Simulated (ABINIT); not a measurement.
# LiHF2 (C2/m): G0W0 with ABINIT, start to end, part 3 of 3

Wanted: ground state, empty states, screening and self-energy for LiHF2 (C2/m).

ABINIT 10.8.3; PBEsol and many-body steps on it, plane waves. Known limits of the many-body steps: not at the basis limit; coarse k mesh.

So far. Step 3 (Bands along the symmetry lines): The gap is 8.408 eV, +0.003 eV from the run before at this level. Step 4 (Empty states on the mesh, 4×4×2 mesh, 26 bands): On this mesh the gap is 8.408 eV.

**5. Screening, 4×4×2 mesh, 22 bands, screening to 87.1 eV**

The RPA dielectric matrix is built and inverted for each q.

This step: RPA screening on PBEsol, plane waves, norm-conserving pseudopotentials.

Contents of run.abi:

```
acell 3*1.0 Angstrom
rprim 
  2.547496000000 -1.534899000000 0.000000000000
  2.547496000000 1.534899000000 0.000000000000
  -2.526944000000 -0.000000000000 4.201520000000
ntypat 3
znucl 3 1 9
natom 4
typat 1 2 3 3
xred 
  0.000000000000 0.000000000000 0.000000000000
  0.000000000000 0.000000000000 0.500000000000
  0.209803000000 0.209803000000 0.750702000000
  0.790197000000 0.790197000000 0.249298000000
pp_dirpath "pseudos"
pseudos "Li.upf, H.upf, F.upf"
ecut 36
ngkpt 4 4 2
nshiftk 1
shiftk 0 0 0
kptopt 1
chksymbreak 0
istwfk *1
occopt 1
irdwfk 1
optdriver 3
nband 22
ecuteps 3.2
inclvkb 2
awtr 1
symchi 1
indata_prefix "in"
outdata_prefix "out"
tmpdata_prefix "tmp"
```

Run with:

```bash
$ OMP_NUM_THREADS=1 mpirun -n 4 abinit run.abi > log
```

Numbers of over 12 decimals in the logs are rounded to 6 here.

Log:

```text
.Version 10.8.3 of ABINIT. v10.8.2 released Aug 2026.

 Symmetries : space group C2/m (# 12); Bravais mC (1-face-center monocl.)
[... echo of the input left out ...]
== DATASET  1 ==================================================================
-   mpi_nproc: 4, omp_nthreads: 1 (-1 if OMP is not activated)

--- !DatasetInfo
iteration_state: {dtset: 1, }
dimensions: {natom: 4, nkpt: 14, mband: 22, nsppol: 1, nspinor: 1, nspden: 1, mpw: 2327, }
cutoff_energies: {ecut:  36.0, pawecutdg:  -1.0, }
electrons: {nelect:   1.80000000E+01, charge:   0.00000000E+00, occopt:   1.00000000E+00, tsmear:   1.00000000E-02, }

 SCREENING: Calculation of the susceptibility and dielectric matrices

 Based on a program developped by R.W. Godby, V. Olevano, G. Onida, and L. Reining.
 Incorporated in ABINIT by V. Olevano, G.-M. Rignanese, and M. Torrent.
.Using double precision arithmetic ; gwpc =  8

[... cell and pseudopotentials left out ...]
--------------------------------------------------------------------------------

 ==== K-mesh for the wavefunctions ====
 Number of points in the irreducible wedge :    14
[... list of points left out ...]
 Together with  4 symmetry operations and time-reversal symmetry
 yields    32 points in the full Brillouin Zone.

 ==== Q-mesh for the screening function ====
 Number of points in the irreducible wedge :    14
[... list of points left out ...]
 Together with  4 symmetry operations and time-reversal symmetry
 yields    32 points in the full Brillouin Zone.

 setmesh: FFT mesh size selected  =    18x   18x   27
          total number of points  =         8748

 vcoul_init : cutoff-mode = AUXILIARY_FUNCTION
 q-points for optical limit:   1
     1)      0.000010    0.000020    0.000030

- screening: taking advantage of time-reversal symmetry
- Maximum band index for partially occupied states nbvw = 9
- Remaining bands to be divided among processors   nbcw = 13
- Number of bands treated by each node ~3

 Number of electrons calculated from density =   18.0000; Expected =   18.0000
 average of density, n =  0.081179
 r_s =    1.4327
 omega_plasma =   27.4839 [eV]

 calculating chi0 at frequencies [eV] :
  1    0.000000E+00    0.000000E+00
  2    0.000000E+00    2.748392E+01

--------------------------------------------------------------------------------
  q-point number  1        q = ( 0.000000, 0.000000, 0.000000) [r.l.u.]
--------------------------------------------------------------------------------
[... chi0 elements left out ...]
 For q-point:  0.000010 0.000020 0.000030
  dielectric constant =   2.0263
  dielectric constant without local fields =   2.1010

  Average fulfillment of the sum rule on Im[epsilon] for q-point    1 :     21.47  [%]
[... wings left out ...]
  q-point number  2        q = ( 0.250000, 0.000000, 0.000000) [r.l.u.]
--------------------------------------------------------------------------------
[... chi0 elements left out ...]
  Average fulfillment of the sum rule on Im[epsilon] for q-point    2 :     33.20  [%]

 [... 12 further q-points ...]
```

It took 7.1 s on 4 MPI ranks of Arm Neoverse N1, shared host; peak memory 0.41 GiB; 28 s of CPU time.

This step gave:

- ε∞ with local fields, on this mesh, along the program's q direction: 2.026
- the same without local fields: 2.101
- plasma frequency: 27.48 eV
- plane waves in the screening matrix: 63

Local fields lower ε∞ by 4 %. On a Γ-centred mesh this coarse the value itself is usually too large, while a short band sum pulls it down.

**6. Self-energy, 4×4×2 mesh, 22 bands, screening to 87.1 eV**

The self-energy is evaluated for the states that the input lists, and the levels follow from it, in one-shot runs by the linearised quasiparticle equation.

This step: G0W0 on PBEsol, plane waves, norm-conserving pseudopotentials.

run.abi: that of step 5 with these lines changed.

```diff
@@ -25,8 +25,17 @@
 irdwfk 1
-optdriver 3
+optdriver 4
 nband 22
+gwcalctyp 0
+ecutsigx 36
+symsigma 1
+nkptgw 2
+kptgw 
+  0.0000000000 0.0000000000 0.5000000000
+  0.0000000000 0.0000000000 0.0000000000
+bdgw 
+  8 11
+  8 11
 ecuteps 3.2
-inclvkb 2
-awtr 1
-symchi 1
+irdscr 1
+ppmodel 1
 indata_prefix "in"
```

Log:

```text
.Version 10.8.3 of ABINIT. v10.8.2 released Aug 2026.

 Symmetries : space group C2/m (# 12); Bravais mC (1-face-center monocl.)
[... echo of the input left out ...]
== DATASET  1 ==================================================================
-   mpi_nproc: 4, omp_nthreads: 1 (-1 if OMP is not activated)

--- !DatasetInfo
iteration_state: {dtset: 1, }
dimensions: {natom: 4, nkpt: 14, mband: 22, nsppol: 1, nspinor: 1, nspden: 1, mpw: 2327, }
cutoff_energies: {ecut:  36.0, pawecutdg:  -1.0, }
electrons: {nelect:   1.80000000E+01, charge:   0.00000000E+00, occopt:   1.00000000E+00, tsmear:   1.00000000E-02, }

 SIGMA: Calculation of the GW corrections

 Based on a program developped by R.W. Godby, V. Olevano, G. Onida, and L. Reining.
 Incorporated in ABINIT by V. Olevano, G.-M. Rignanese, and M. Torrent.
.Using double precision arithmetic ; gwpc =  8

[... cell and pseudopotentials left out ...]
--------------------------------------------------------------------------------

 ==== K-mesh for the wavefunctions ====
 Number of points in the irreducible wedge :    14
[... list of points left out ...]
 Together with  4 symmetry operations and time-reversal symmetry
 yields    32 points in the full Brillouin Zone.

 ==== Q-mesh for screening function ====
 Number of points in the irreducible wedge :    14
[... list of points left out ...]
 Together with  4 symmetry operations and time-reversal symmetry
 yields    32 points in the full Brillouin Zone.

 vcoul_init : cutoff-mode = AUXILIARY_FUNCTION
 q-points for optical limit:   1
     1)      0.000010    0.000020    0.000030
 setmesh: FFT mesh size selected  =    27x   27x   45
          total number of points  =        32805

 Number of electrons calculated from density =   18.0000; Expected =   18.0000
 average of density, n =  0.081179
 r_s =    1.4327
 omega_plasma =   27.4839 [eV]

 === KS Band Gaps ===
  >>>> For spin  1
   Minimum direct gap =   8.5313 [eV], located at k-point      :   0.0000  0.0000  0.0000
   Fundamental gap    =   8.4081 [eV], Top of valence bands at :   0.0000  0.0000  0.5000
                                       Bottom of conduction at :   0.0000  0.0000  0.0000
 SIGMA fundamental parameters:
 PLASMON POLE MODEL  1
 number of plane-waves for SigmaX                 2327
 number of plane-waves for SigmaC and W             63
 number of plane-waves for wavefunctions          2327
 number of bands                                    22
 number of independent spin polarizations            1
 number of spinorial components                      1
 number of k-points in IBZ                          14
 number of q-points in IBZ                          14
 number of symmetry operations                       4
 number of k-points in BZ                           32
 number of q-points in BZ                           32
 number of frequencies for dSigma/dE                 9
 frequency step for dSigma/dE [eV]                0.25
 number of omega for Sigma on real axis              0
 max omega for Sigma on real axis  [eV]           0.00
 zcut for avoiding poles [eV]                     0.10

 EPSILON^-1 parameters (SCR file):
 dimension of the eps^-1 matrix on file             63
 dimension of the eps^-1 matrix used                63
 number of plane-waves for wavefunctions          2327
 number of bands                                    22
 number of q-points in IBZ                          14
 number of frequencies                               2
 number of real frequencies                          1
 number of imag frequencies                          1

 matrix elements of self-energy operator (all in [eV])

 Perturbative Calculation

--- !SelfEnergy_ee
iteration_state: {dtset: 1, }
kpoint     : [   0.000,    0.000,    0.500, ]
spin       : 1
KS_gap     :    9.591
QP_gap     :   14.394
Delta_QP_KS:    4.803
data: !SigmaeeData |
     Band     E0 <VxcDFT>   SigX SigC(E0)      Z dSigC/dE  Sig(E)    E-E0       E
        8  -2.711 -22.449 -30.373   4.858   0.832  -0.202 -25.000  -2.551  -5.262
        9  -2.601 -22.716 -30.636   4.831   0.833  -0.200 -25.289  -2.573  -5.174
       10   6.990 -10.436  -5.691  -2.266   0.900  -0.112  -8.206   2.229   9.220
       11   9.683 -11.936  -6.668  -2.409   0.893  -0.119  -9.383   2.554  12.236

--- !SelfEnergy_ee
iteration_state: {dtset: 1, }
kpoint     : [   0.000,    0.000,    0.000, ]
spin       : 1
KS_gap     :    8.531
QP_gap     :   12.978
Delta_QP_KS:    4.446
data: !SigmaeeData |
     Band     E0 <VxcDFT>   SigX SigC(E0)      Z dSigC/dE  Sig(E)    E-E0       E
        8  -2.809 -22.503 -30.483   4.833   0.833  -0.201 -25.123  -2.620  -5.429
        9  -2.724 -23.300 -30.563   4.463   0.838  -0.194 -25.646  -2.346  -5.069
       10   5.807 -10.780  -6.129  -2.320   0.901  -0.110  -8.680   2.101   7.908
       11  10.146  -8.563  -3.435  -2.466   0.905  -0.105  -6.153   2.410  12.557

== END DATASET(S) ==============================================================
================================================================================

 -outvars: echo values of variables after computation  --------
           etotal      0.0000000000E+00
            nband          22
             nkpt          14
          spgroup          12
 [... the other variables as echoed above ...]

 Calculation completed.
```

Run time: 4 s. Hardware: 4 MPI ranks; peak memory 0.34 GiB; 16 s of CPU time.

Numbers from this step:

| Property | Result |
| --- | --- |
| G0W0 gap on the points computed | 12.98 eV |
| starting gap on the mesh | 8.408 eV |
| k of the valence top | 0, 0, 0 |
| k of the conduction bottom | 0, 0, 0 |
| Z at the valence top | 0.838 |
| Z at the conduction bottom | 0.901 |
| least direct G0W0 gap on the computed points | 12.98 eV |

The gap on the mesh goes from 8.41 eV to 12.98 eV, a correction of +4.57 eV.

Limits: finite bands, cutoff and mesh; coarse k mesh. v1 is the top filled band, c1 the lowest empty one. Levels before and after the correction, in eV, zero at the valence-band top of each column:

```tsv
	conduction bottom	valence top
Kohn-Sham	8.41	0.00
G0W0	12.98	0.00
```

```tsv
	level	energy (eV)
Kohn-Sham	Γ v2	-0.209
Kohn-Sham	Γ v1	-0.123
Kohn-Sham	Γ c1	8.408
Kohn-Sham	Γ c2	12.747
G0W0	Γ v2	-0.360
G0W0	Γ v1	0.000
G0W0	Γ c1	12.977
G0W0	Γ c2	17.626
```

**7. Where the time went**

Times are wall times on 4 MPI ranks of Arm Neoverse N1, shared host, good to a factor of about two.

```tsv
step	time	share	memory (GiB)
ground state	48 s	60 %	0.34
bands along the symmetry lines	14 s	18 %	0.29
empty states on the mesh	7 s	9 %	0.26
screening	7.1 s	9 %	0.41
self-energy	4 s	5 %	0.34
```

**8. Outcome**

| Property | Result |
| --- | --- |
| PBEsol gap | 8.40 eV, indirect |
| G0W0 gap on the mesh | 12.98 eV |
| GW settings | 4×4×2 mesh, 22 bands, screening to 87.1 eV, Godby-Needs plasmon pole |
| known limits | not at the basis limit; coarse k mesh |

In words: G0W0 moves the gap on the mesh from 8.41 eV to 12.98 eV (+4.57 eV), with Z of 0.84 and 0.90 at the edges. Local fields lower the RPA ε∞ on this mesh from 2.10 to 2.03; a Γ-centred mesh this coarse tends to raise both, most where the direct gap is narrow, while a short band sum lowers them. Only 2 of the mesh's irreducible points were corrected, so a valley elsewhere could overtake. The dearest step here is «ground state». Bands and cutoff are finite, so the gap is not at the basis limit. The miss can reach some tenths of an eV and take either sign; the mesh is an error of its own. In the G0W0 run levels were corrected at 2 k points alone, so a gap called «on the mesh» is the least over those, and an edge elsewhere would be missed. The 4×4×2 mesh is coarse for this cell, which bears on the long-range parts of exchange and screening.

[Paths, hosts, dates, memory and timing lines, banners, echoed tables and standing remarks are left out of the program output.]

[Logs are printed without paths, hosts, clocks, repeated set-up lines and the standing remarks that a program may print on its own settings, such as how far it seeks lower states.]

[Runs of the session that timed out or met a known fault of the program may be left out.]

[Hosts, paths, dates, database ids (printed as entryN), source tags and the programs' standing remarks are cut or masked in the printed files.]

[G0W0 gaps are taken among the corrected bands and points alone; a level outside them can change the order at an edge.]

[Where Ansatz stands beside ABINIT at settings called matched, ABINIT's density can come from a denser mesh and the files from another edition; pairs whose starting gaps differed by over 0.03 eV were left out, so agreement reads better than it is.]
